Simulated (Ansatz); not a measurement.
# InF (model cell, started as CsCl type): a soft mode frozen in, part 3 of 3

Which phase does InF (model cell, started as CsCl type) fall into along its unstable mode, and how much energy does it gain?

Ansatz 0.2.0; DFT PBEsol, scalar-relativistic, plane waves, PAW.

So far. Step 4 (The mode frozen in, largest atomic shift 0.45 Å): The run ends at a pressure of 0.97 GPa, with forces up to 0.19 eV/Å. Step 5 (Energy along the mode, all amplitudes (two of the runs …): The lowest of the steps tried is at 0.45 Å, 10.9 meV/atom below the parent; the bottom of the well need not coincide with a step.

The structure was built from a prototype and need not be the compound's stable phase.

### 7. The new phase in its own primitive cell

The relaxed structure is symmetrised, reduced to its primitive cell and relaxed tightly, as its phonons need.

input.yaml reads:

```yaml
crystal:
  lattice:
    - [8.5430829366, 0.0, 0.0]
    - [0.0, 3.0309454513, 0.0]
    - [0.0, 0.0, 5.4169094295]
  atoms:
    - { symbol: In, position: [0.0, 0.0, 0.5] }
    - { symbol: In, position: [0.25, 0.0, 0.9555999511] }
    - { symbol: In, position: [0.5, 0.0, 0.5] }
    - { symbol: In, position: [0.75, 0.0, 0.0444000489] }
    - { symbol: F, position: [0.0, 0.5, 0.0] }
    - { symbol: F, position: [0.25, 0.5, 0.2994724103] }
    - { symbol: F, position: [0.5, 0.5, 0.0] }
    - { symbol: F, position: [0.75, 0.5, 0.7005275897] }
kpoints:
  mp_grid: { grid: [4, 12, 8] }
hamiltonian:
  xc: pbesol
scf:
  occupations: { method: methfessel_paxton, width: 0.2 }
output:
  forces: true
  stress: true
  eigenvalues: true
relax:
  adjacent_minimum: "off"
  f_tol: 0.001
  max_steps: 60
  cell: { stress_tol: 0.01 }
```

On the command line:

```console
ansatz run input.yaml --threads 4 --pin off --max-ram 7168MiB --backend cpu --events-out ev --progress --plain --runs-dir out
```

Numbers of over 12 decimals in the logs are rounded to 6 here.

The log of the run:

```text
[...]
Crystal: 8 atoms, lattice volume = 140.263 Å³
Basis set: ecut = 420 eV, 2749 PW (Γ), exchange–correlation on 120×48×80 points (8 copies of the dense FFT grid, shifted against one another)
Bands: 48, of which v1, the nominal top of the filled ones, is band 40 counted from 1 (39 counted from 0)
Symmetry: 8 space group operations
[...]
k-points: 105 of 384
[...]
- [0.0, 3.030498, 0.0]
    - [0.0, 0.0, 5.422269]
  atoms:
    - { symbol: In, position: [0, 0, 0.5] }
    - { symbol: In, position: [0.250000, 0, 0.955581] }
    - { symbol: In, position: [0.500000, 0, 0.5] }
    - { symbol: In, position: [0.750000, 0, 0.044419] }
    - { symbol: F, position: [0, 0.500000, 0] }
    - { symbol: F, position: [0.250000, 0.500000, 0.299227] }
    - { symbol: F, position: [0.500000, 0.500000, 0] }
    - { symbol: F, position: [0.750000, 0.500000, 0.700773] }
[key lines of the parts left out:]
SCF converged after 6 iterations
Free energy (F): -25303.786371 eV
Fermi energy:    8.537788 eV
P = ⅓ Tr σ = 0.0001 GPa (0.001 kbar)
```

Elapsed: 73 s, on 4 threads of Arm Neoverse V2, shared host; peak memory 0.83 GiB.

Little changed from the start: no atom moved by 0.005 Å and no cell edge by 0.1 %.

Numbers from this step:

```yaml
pressure: 1.09e-4 GPa
```

The largest force component left is 0.018 meV/Å and the pressure is 0.000 GPa, within the tolerances set. The cell now holds 17.53 Å³/atom.

### 8. Modes of the new phase, k-mesh 4×12×8

A relaxed structure may still be a saddle point, so its zone-centre modes are computed. No field response is asked, since the mesh shows no gap.

input.yaml reads:

```yaml
crystal:
  lattice:
    - [8.5367108012, 0.0, 0.0]
    - [0.0, 3.0304981642, 0.0]
    - [0.0, 0.0, 5.4222694969]
  atoms:
    - { symbol: In, position: [0.0, 0.0, 0.5] }
    - { symbol: In, position: [0.25, 0.0, 0.955581449] }
    - { symbol: In, position: [0.5, 0.0, 0.5] }
    - { symbol: In, position: [0.75, 0.0, 0.044418551] }
    - { symbol: F, position: [0.0, 0.5, 0.0] }
    - { symbol: F, position: [0.25, 0.5, 0.2992268581] }
    - { symbol: F, position: [0.5, 0.5, 0.0] }
    - { symbol: F, position: [0.75, 0.5, 0.7007731419] }
kpoints:
  mp_grid: { grid: [4, 12, 8] }
hamiltonian:
  xc: pbesol
scf:
  occupations: { method: methfessel_paxton, width: 0.2 }
output:
  eigenvalues: true
phonons:
  method: dfpt
```

The log of the run:

```text
zone centre: on kpoints.mp_grid the ground state, and the responses unless they are solved on pairs of k-points, stand on 126 of the mesh's 384 k-points, reduced under 2 symmetry operations, with k and −k counted as one. Each operation leaves every solved displacement unchanged or reverses it
[...]
Crystal: 8 atoms, lattice volume = 140.277 Å³
Basis set: ecut = 420 eV, 2749 PW (Γ), exchange–correlation on 120×48×80 points (8 copies of the dense FFT grid, shifted against one another)
Bands: 48, of which v1, the nominal top of the filled ones, is band 40 counted from 1 (39 counted from 0)
Symmetry: 8 space group operations
k-points: 126 of 384 (irreducible under 2 space group operations, time reversal used)
[...]
SCF iter   1: F=—  HF=-25303.858370 eV  |F-HF|=—  |Δ(HF+E_count)|=         —  Δρ=1.63e-2  dr2=2.82e-1  ethr=1.77e-3  ⟨swp⟩=6.2  Hψ=21603  notcnv=0
[...]
SCF iter  14: F=-25303.786371 eV  HF=-25303.786371 eV  |F-HF|=7.28e-12  |Δ(HF+E_count)|=    0.00e0  S|Δr|=    0.00e0  Δρ=4.05e-8  dr2=5.11e-12  ethr=1.00e-12  ⟨swp⟩=10.0  Hψ=27811  notcnv=0
SCF 1 converged in 14 iterations: F = -25303.786371 eV  dr2 = 5.11e-12
[...]
DFPT response loops at Γ: preconditioner auto → Kerker (q_TF=auto, 2.485 Å⁻¹) (partly filled bands, converged f_vac=0.000); β = 1.00, the filter's whole step (`scf.mixing.beta` (0.50) is not read by the response loops under this deck's `scf.mixing.preconditioner`; to damp them name `kerker` or `kerker_dos`, under which they read `scf.mixing.beta`, and type it under 1.00, their step now; both keys bind the ground state too); Broyden in place of MSR1
SCF converged after 14 iterations
[...]
Free energy (F): -25303.786371 eV
[...]
Internal energy: -25303.786014 eV  (E = F + TS)
E sigma→0 (E₀):  -25303.786282 eV
Entropy (-TS):   -0.000357 eV (-0.045 meV/atom)
Fermi energy:    8.537788 eV
[...]
--- Band table (eV; the first three rows and the last of 126) ---
  k-point 0: bands = [... 36 lower, 4.7393, 5.3062, 6.3606, 6.5062, 10.1932, 10.4841, 11.3973, 11.5868, ... 4 higher]
  k-point 1: bands = [... 36 lower, 4.7410, 5.3604, 6.2570, 6.5973, 9.9974, 10.2006, 10.4432, 12.0165, ... 4 higher]
  k-point 2: bands = [... 36 lower, 4.7446, 5.5083, 6.0359, 6.7769, 9.2324, 9.3479, 10.5253, 12.2902, ... 4 higher]
  k-point 125: bands = [... 36 lower, 6.1064, 6.1064, 8.4759, 8.4759, 8.9142, 8.9142, 10.4177, 10.4177, ... 4 higher]
--- Phonons (Γ-DFPT): 12 representative perturbations + reference, on 126 of 384 k-points (Σ response iterations 37) ---
  k mesh reduced under 2 symmetry operations, with k and −k counted as one. Each operation leaves every solved displacement unchanged or reverses it
  ASR residual: 4.684e-5 → 0.000e0 eV/Å²; symmetrization residual: 9.054e-6 eV/Å²
  ASR residual per site (eV/Å²): 1.72e-5 1.23e-5 1.72e-5 1.23e-5 4.68e-5 6.74e-6 4.68e-5 6.74e-6
  Γ frequencies (cm⁻¹): -124.31 -113.14 -97.22 -85.70 -76.65 -44.53 -44.27 -40.65 -40.38 -37.34 0.00 0.00 0.00 52.77 70.01 71.36 84.80 104.64 141.54 166.48 191.73 203.64 210.81 217.03
  non-analytic LO–TO correction: not included (Born effective charges unavailable; polar crystals: no LO–TO splitting at Γ)
```

Wall time 4.7 min (4 threads); peak memory 3 GiB.

This step gave:

```yaml
sum_rule_residual_before_enforcement: 4.68e-5 eV/Å²
point_group: mmm
highest_optical_mode_at_the_zone_centre_no_lo_to_term: 217.0 cm⁻¹
lowest_optical_zone_centre_mode: -124.3 cm⁻¹
```

Patterns of degenerate modes are one choice out of their space. Modes at Γ, with each element's share of the kinetic energy (negative means imaginary):

| mode | frequency (cm⁻¹) | symmetry | In % | F % |
| --- | --- | --- | --- | --- |
| 1 | -124.3 | B2u | 8 | 92 |
| 2 | -113.1 | B3u | 15 | 85 |
| 3 | -97.2 | B2u | 12 | 88 |
| 4 | -85.7 | Au | 6 | 94 |
| 5 | -76.7 | B3g | 0 | 100 |
| 6 | -44.5 | B3g | 100 | 0 |
| 7 | -44.3 | B2u | 94 | 6 |
| 8 | -40.6 | Au | 94 | 6 |
| 9 | -40.4 | B3u | 24 | 76 |
| 10 | -37.3 | B1u | 40 | 60 |
| 11 | 0.0 | acoustic | 86 | 14 |
| 12 | 0.0 | acoustic | 86 | 14 |
| 13 | 0.0 | acoustic | 86 | 14 |
| 14 | 52.8 | B3u | 74 | 26 |
| 15 | 70.0 | B3u | 99 | 1 |
| 16 | 71.4 | B1u | 89 | 11 |
| 17 | 84.8 | Ag | 78 | 22 |
| 18 | 104.6 | B2g | 95 | 5 |
| 19 | 141.5 | B1u | 48 | 52 |
| 20 | 166.5 | B1u | 29 | 71 |
| 21 | 191.7 | Ag | 22 | 78 |
| 22 | 203.6 | B2g | 5 | 95 |
| 23 | 210.8 | B1u | 8 | 92 |
| 24 | 217.0 | B3u | 2 | 98 |

Displacements in mode 1 (-124.3 cm⁻¹), the largest set to 1:
```
In1  0.00 -0.01  0.00
In2  0.00 -0.12  0.00
In3  0.00 -0.01  0.00
In4  0.00 -0.12  0.00
F5   0.00  1.00  0.00
F6   0.00 -0.19  0.00
F7   0.00  1.00  0.00
F8   0.00 -0.19  0.00
```

Displacements in mode 18 (104.6 cm⁻¹), the largest set to 1:
```
In1  0.00  0.00  0.00
In2  1.00  0.00  0.00
In3  0.00  0.00  0.00
In4 -1.00  0.00  0.00
F5   0.00  0.00  0.00
F6   0.57  0.00  0.00
F7   0.00  0.00  0.00
F8  -0.57  0.00  0.00
```

Before it was imposed, the acoustic sum rule was missed by 4.7e-5 eV/Å². Small misses are needed for a sound result but don't prove that mesh and cutoff are converged. The lowest optical mode is imaginary, 124.3i cm⁻¹, so the energy falls along it.

### 9. The phases reached

The phases reached along the modes that were followed are set side by side.

Energies are those of the first relaxation, on the mesh of the frozen mode; space group, volume and gap are those of the last relaxation. Phases, by row:

| mode frozen in | space group | energy from parent (meV/atom) | volume (Å³/atom) | gap on mesh (eV) | lowest zone-centre optical mode (cm⁻¹) | largest shift (Å) |
| --- | --- | --- | --- | --- | --- | --- |
| parent | Pm-3m | 0 | 17.5 | 0 | – | – |
| q = (0, 0, 0), 115i cm⁻¹ | P4/mmm | -105.3 | 17.72 | 0 | 40.2 | 0.72 |
| q = (0, 0, 0), 115i cm⁻¹ | R3m | -63.25 | 20.55 | 1.054 | 64.5 | 0.561 |
| q = (0, 0, 0), 115i cm⁻¹ | Amm2 | -58.6 | 19.76 | 0 | 49.5 | 0.425 |
| q = (0, 0.25, 0.25), 107i cm⁻¹ | Pmma | -29.93 | 17.53 | 0 | -124.3 | 1.086 |

### 10. Results

| Property | Result |
| --- | --- |
| unstable mode of the parent | q = (0, 0.25, 0.25), 107i cm⁻¹ |
| depth at the lowest point sampled | 10.9 meV/atom |
| largest atomic shift at that point | 0.45 Å |
| space group reached (within 0.01 Å) | Pmma |
| energy gained over the parent (first relaxation, on the mesh of the frozen mode) | 29.9 meV/atom |
| volume per atom, phase reached | 17.5 Å³ |
| lowest optical zone-centre mode, phase reached | -124 cm⁻¹ |
| highest optical mode at the zone centre (no LO-TO term), phase reached | 217 cm⁻¹ |

**Reading.** Along this mode the structure falls into Pmma, 29.9 meV/atom below the parent. At the parent's cell the well is 10.85 meV/atom deep on the steps tried, with its lowest point at a shift of 0.45 Å. Relaxing atoms and cell changes the gain by +19.08 meV/atom against the lowest step (energies at zero smearing). Most of the total comes from this relaxation. The new phase still has an imaginary mode at the zone centre of its cell, so it is a saddle point on the way to a lower structure. Of the 4 patterns followed to their end from this parent, this one ends 75.4 meV/atom above the lowest, P4/mmm. Each path keeps the symmetry of its pattern, so a lower phase may lie along a pattern not tried. With no gap, or one that is small against the smearing, the frequencies hang on the k mesh and the smearing, most of all near Kohn anomalies. A phonon run warned that its eigensolver left some bands unconverged in a pass. The starting cell was built on a prototype and not taken from a measurement, so the phase need not exist.

[Logs are printed without paths, hosts, clocks, repeated set-up lines and the standing remarks that a program may print on its own settings, such as how far it seeks lower states.]

[Hosts, paths, dates, database ids (printed as entryN), source tags and the programs' standing remarks are cut or masked in the printed files.]
